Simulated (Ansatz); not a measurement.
## Structural relaxation of a frame of liquid hydrogen fluoride from 293 K (184 atoms)

Wanted: the relaxed structure of a frame of liquid hydrogen fluoride from 293 K (184 atoms) and its electronic structure.

Method: Kohn-Sham DFT, r2SCAN, PAW (set soft_2), plane waves, in Ansatz 0.2.0.

**1. Set-up**

The cell holds 184 atoms: 92 F and 92 H. Its edges and angles: a = 14.461 Å, b = 14.461 Å, c = 14.461 Å, α = 90.0°, β = 90.0°, γ = 90.0°. 92 hydrogen fluoride placed at random, at 1.01 g/cm³; overlaps pushed apart, then 10 ps at 393 K with a harmonic two-site HF with charges of 0.5 e and a 12-6 site on F. Snapshot after 20 ps at 293 K and fixed volume. The starting density is a measured one.

Limits known from the start: The starting topology of bonds comes from the classical model. Only the Γ point is sampled, in a cell whose shortest periodic width is 14 Å.

**2. Single point at the start**

The forces at the start show how far the geometry lies from a minimum of this functional.

input.yaml reads:

```yaml
crystal:
  lattice:
    - [14.46135, 0.0, 0.0]
    - [0.0, 14.46135, 0.0]
    - [0.0, 0.0, 14.46135]
  atoms:
    - { symbol: F, position: [0.23748, 0.45698, 0.97803] }
    - { symbol: H, position: [0.18822, 0.48768, 0.01202] }
    - { symbol: F, position: [0.10559, 0.50666, 0.04747] }
    - { symbol: H, position: [0.05183, 0.52836, 0.08316] }
    - { symbol: F, position: [0.92873, 0.36014, 0.08623] }
    - { symbol: H, position: [0.9804, 0.37082, 0.12325] }
    - { symbol: F, position: [0.98329, 0.53067, 0.67259] }
    - { symbol: H, position: [0.04626, 0.54415, 0.67875] }
    - { symbol: F, position: [0.02753, 0.89054, 0.26641] }
    - { symbol: H, position: [0.98466, 0.84819, 0.29667] }
    - { symbol: F, position: [0.6679, 0.8327, 0.50041] }
    - { symbol: H, position: [0.65848, 0.88946, 0.46938] }
    - { symbol: F, position: [0.70083, 0.65826, 0.17254] }
    - { symbol: H, position: [0.65605, 0.64162, 0.21454] }
    - { symbol: F, position: [0.19481, 0.10058, 0.83973] }
    - { symbol: H, position: [0.22976, 0.12919, 0.88766] }
    - { symbol: F, position: [0.70606, 0.29174, 0.18064] }
    - { symbol: H, position: [0.72309, 0.31687, 0.2372] }
    - { symbol: F, position: [0.32107, 0.44107, 0.60491] }
    - { symbol: H, position: [0.33091, 0.37724, 0.61796] }
    - { symbol: F, position: [0.86714, 0.459, 0.59461] }
    - { symbol: H, position: [0.90118, 0.50489, 0.62653] }
    - { symbol: F, position: [0.79147, 0.01837, 0.95601] }
    - { symbol: H, position: [0.7532, 0.96433, 0.9402] }
    - { symbol: F, position: [0.50813, 0.10236, 0.15158] }
    - { symbol: H, position: [0.49548, 0.04081, 0.17894] }
    - { symbol: F, position: [0.80886, 0.08612, 0.20333] }
    - { symbol: H, position: [0.74385, 0.08018, 0.22427] }
    - { symbol: F, position: [0.92872, 0.16796, 0.50028] }
    - { symbol: H, position: [0.91828, 0.20524, 0.55397] }
    - { symbol: F, position: [0.24996, 0.82174, 0.3465] }
    - { symbol: H, position: [0.22589, 0.81418, 0.40617] }
    [... 146 atom lines left out ...]
    - { symbol: F, position: [0.85788, 0.81691, 0.97552] }
    - { symbol: H, position: [0.86594, 0.79854, 0.91162] }
    - { symbol: F, position: [0.37318, 0.97234, 0.55654] }
    - { symbol: H, position: [0.39636, 0.91819, 0.5327] }
    - { symbol: F, position: [0.52684, 0.6997, 0.48222] }
    - { symbol: H, position: [0.57899, 0.65598, 0.4804] }
kpoints:
  mp_grid: { grid: [1, 1, 1] }
hamiltonian:
  xc: r2scan
scf:
  occupations: { method: fermi_dirac, width: 0.05 }
output:
  forces: true
  stress: true
  populations: true
  dos:
    method: { smearing: { sigma: 0.1 } }
    de: 0.1
    projected: { site_lists: { F: [F], H: [H] } }
  eigenvalues: true
```

Command:

```bash
> ansatz run input.yaml --threads 8 --pin off --max-ram 15872MiB --backend cpu --events-out ev --progress --plain --runs-dir out
```

What it wrote:

```text
Engine: ansatz 0.2.0, x86_64-unknown-linux-gnu
Pseudopotentials: kind: paw
Pseudopotential: F, paw, valence charge 7, recommended cutoff 500 eV (meta_gga), F.paw.azcp
Pseudopotential: H, paw, valence charge 1, recommended cutoff 500 eV (meta_gga), H.paw.azcp
[... 6 lines on functional and potentials left out ...]
Crystal: 184 atoms, lattice volume = 3024.311 Å³
Basis set: ecut = 500 eV, 76813 PW (Γ), exchange–correlation on 432×432×432 points (64 copies of the dense FFT grid, shifted against one another)
Bands: 552, of which v1, the nominal top of the filled ones, is band 368 counted from 1 (367 counted from 0)
Symmetry: 1 space group operations
Space group: P1 (ITA 1), of the structure as read, at distance tolerance 1.4e-4 Å
k-points: 1
[... 6 lines on functional and potentials left out ...]
Initial density: superposition of atomic densities (neutral atoms: chi_scale 0, normalization atom), corrected by the library's trained network
Initial wavefunctions: pseudopotential atomic-orbital guess
Functional: x = r2scan, c = r2scan; τ floored in thin density (d = 2e-4 eV/Å³)
SCF iter   1: F=—  HF=-75981.300360 eV  |F-HF|=—  |Δ(HF+E_count)|=         —  Δρ=8.34e-3  dr2=1.96e0  dr2_τ=6.59e0  ethr=1.77e-3  ⟨swp⟩=6.0  Hψ=2353  notcnv=0  defer=69
preconditioner: auto → Resta (q_TF=auto, 2.156 Å⁻¹)  ε∞=1.7  [insulator: Δε(μ)=8.363 eV  Ē_g=21.160 eV  σ=0.050 eV  W_gap=1.00  n_scr=484 (ndim 8)  ℏωp=18.3 eV  f_vac=0.499  D(μ)=0.00/eV (n_scr^D=0)  ε∞_Penn≈1.7]
SCF iter   2: F=—  HF=-75980.855983 eV  |F-HF|=—  |Δ(HF+E_count)|=   4.44e-1  Δρ=3.80e-3  dr2=2.30e-1  dr2_τ=3.69e-2  ethr=2.66e-4  ⟨swp⟩=2.0  Hψ=1010  notcnv=0  defer=177
SCF iter   3: F=—  HF=-75980.951372 eV  |F-HF|=—  |Δ(HF+E_count)|=   9.54e-2  Δρ=1.42e-3  dr2=6.43e-2  dr2_τ=4.33e-3  ethr=3.12e-5  ⟨swp⟩=2.0  Hψ=600  notcnv=0  defer=177
SCF iter   4: F=—  HF=-75981.001563 eV  |F-HF|=—  |Δ(HF+E_count)|=   5.02e-2  Δρ=2.86e-4  dr2=1.84e-3  dr2_τ=1.70e-4  ethr=8.73e-6  ⟨swp⟩=2.0  Hψ=658  notcnv=0  defer=177
SCF iter   5: F=—  HF=-75981.008036 eV  |F-HF|=—  |Δ(HF+E_count)|=   6.47e-3  Δρ=2.28e-4  dr2=8.34e-4  dr2_τ=8.48e-5  ethr=2.50e-7  ⟨swp⟩=3.0  Hψ=934  notcnv=0  defer=177
SCF iter   6: F=—  HF=-75981.008222 eV  |F-HF|=—  |Δ(HF+E_count)|=   1.86e-4  Δρ=5.72e-5  dr2=5.14e-5  dr2_τ=6.78e-6  ethr=1.13e-7  ⟨swp⟩=2.0  Hψ=741  notcnv=0  defer=177
SCF iter   7: F=—  HF=-75981.012027 eV  |F-HF|=—  |Δ(HF+E_count)|=   3.80e-3  Δρ=1.45e-5  dr2=4.75e-6  dr2_τ=6.58e-7  ethr=6.98e-9  ⟨swp⟩=3.0  Hψ=921  notcnv=0  defer=177
SCF iter   8: F=—  HF=-75981.012082 eV  |F-HF|=—  |Δ(HF+E_count)|=   5.58e-5  Δρ=4.92e-6  dr2=5.22e-7  dr2_τ=4.56e-8  ethr=6.46e-10  ⟨swp⟩=3.0  Hψ=899  notcnv=0  defer=177
SCF iter   9: F=—  HF=-75981.012090 eV  |F-HF|=—  |Δ(HF+E_count)|=   7.67e-6  Δρ=2.67e-6  dr2=1.37e-7  dr2_τ=1.19e-8  ethr=1.36e-11  ⟨swp⟩=18.0  Hψ=4399  notcnv=0
SCF iter  10: F=-75981.012092 eV  HF=-75981.012092 eV  |F-HF|=2.33e-7  |Δ(HF+E_count)|=   1.61e-6  Δρ=4.68e-7  dr2=5.82e-9  dr2_τ=4.14e-10  ethr=1.36e-11  ⟨swp⟩=9.0  Hψ=2396  notcnv=0
SCF 1 converged in 10 iterations: F = -75981.012092 eV  dr2 = 5.82e-9
  greatest PAW one-centre occupation: 0.936 electrons in one spin orbital (limit 2), on the F atom at site 42 (counted from 0), in its partial waves of l = 0
SCF converged after 10 iterations
Free energy (F): -75981.012092 eV
Harris-Foulkes:  -75981.012092 eV  (|F-HF|=2.33e-7)
Internal energy: -75981.012092 eV  (E = F + TS)
E sigma→0 (E₀):  -75981.012092 eV
Fermi energy:    -2.403870 eV
--- Per-component energies (eV) ---
  E_band       = -10328.317795
  E_kinetic    = 20365.952728
  E_local      = -100510.595887  (includes V_loc(G=0)·N_el)
  E_nonlocal   = 6881.322034
  E_hartree    = 40176.183760
  E_xc         = -8032.238319
  E_vxc        = -11820.159547  (∫ρ·V_xc dr)
  E_paw        = -18772.941294  (= ΣΔE_a)
  E_vpaw       = -6503.540579  (= ΣTr[D̂ρ^β])
  E_aug_tail   = 0.062758  (compensation charges beyond the density's cutoff)
  E_vtau       = 906.279253  (kinetic-family band-sum trace: ∫τ·v_τ [+ j·A + Jᵃ·Aᵃ] dr)
  E_ewald      = -16085.869853
  E_core_change = -2.888020  (= ΣΔE_core)
  E_smearing   = -0.000000  (= −TS)
  E_closure    = 0.000000  (closes the sum)
  Σ components = -75981.012092   (vs F -75981.012092, Δ=0.00e0)
--- Forces (eV/Å), atoms counted from 1 ---
  atom   1  F     -0.19303449     0.34939548     0.51441481
  atom   2  H     -0.17418739    -0.36151706    -0.14066483
  atom   3  F      0.11224003    -0.52821857    -0.39894075
  atom   4  H      0.76611175     0.14840657    -0.55915573
  atom   5  F     -0.60124726    -0.95537799    -1.07123992
  atom   6  H      1.12852495     0.54129523     1.28539629
  atom   7  F     -1.34782106     0.20854520     0.47760059
  atom   8  H      0.92784242     0.23170400     0.14337475
  atom   9  F     -0.60783768    -0.83553042    -0.57993389
  atom  10  H      0.29589553     0.52086084     0.52258529
  atom  11  F     -0.14171238    -1.36900250     1.11758615
  atom  12  H      0.17414480     0.67155434    -0.70401903
  atom  13  F      2.02899932     0.69421177    -2.08823397
  atom  14  H     -1.23347696    -0.40098281     1.34989822
[...]
atom 183  F      0.38369276    -0.93438210    -0.03919340
  atom 184  H     -0.56319219     0.90339561    -0.21939705
  max |Σ_I F_I| component: 1.51e-4 eV/Å
--- Stress (GPa, compression-positive) ---
        1.876119       0.226561      -0.400768
        0.226562       1.968314       0.026020
       -0.400768       0.026020       2.904753
  P = ⅓ Tr σ = 2.2497 GPa (22.497 kbar)
--- Band table (eV) ---
  k-point 0: bands = ["-30.4523", "-30.4049", "-30.2459", "-30.2088", [... 536 levels ...], "9.6574", "9.6795", "9.6901", "9.7289", "9.7431", "9.7867", "9.8338", "9.8503", "9.8871", "9.9025", "9.9377", "9.9641"]
--- Löwdin populations: 184 sites ---
  site symbol       q [e]
     0      F      7.4557
     1      H      0.4979
     2      F      7.4678
[...]
183      H      0.4995
  spilling = 0.006669 (of n_electrons = 736.000000)
```

Wall time 79 s (8 threads of Intel Xeon at 2.70GHz, shared host); peak memory 8.5 GiB.

Numbers from this run:

* free energy: -75981.0121 eV
* free energy per atom: -412.9403 eV/atom
* SCF cycles: 10
* pressure: 2.25 GPa
* r.m.s. force component: 0.7197 eV/Å
* longest force: 4.279 eV/Å
* Fermi energy: -2.404 eV
* gap (highest filled to lowest empty level): 8.267 eV
* spilling of the projection: 0.006669

The r.m.s. force component of 0.72 eV/Å and the pressure of 2.2 GPa set the starting point.

Length of the force by element:

| element | coordination | atoms | mean length of the force (eV/Å) | spread | least | most |
| --- | --- | --- | --- | --- | --- | --- |
| F | all | 92 | 1.18 | 0.699 | 0.271 | 4.28 |
| H | all | 92 | 0.917 | 0.624 | 0.125 | 4.08 |

(Continued in part 2 of 3.)

[Logs are printed without paths, hosts, clocks, repeated set-up lines and the standing remarks that a program may print on its own settings, such as how far it seeks lower states.]

[Hosts, paths, dates, database ids (printed as entryN), source tags and the programs' standing remarks are cut or masked in the printed files.]
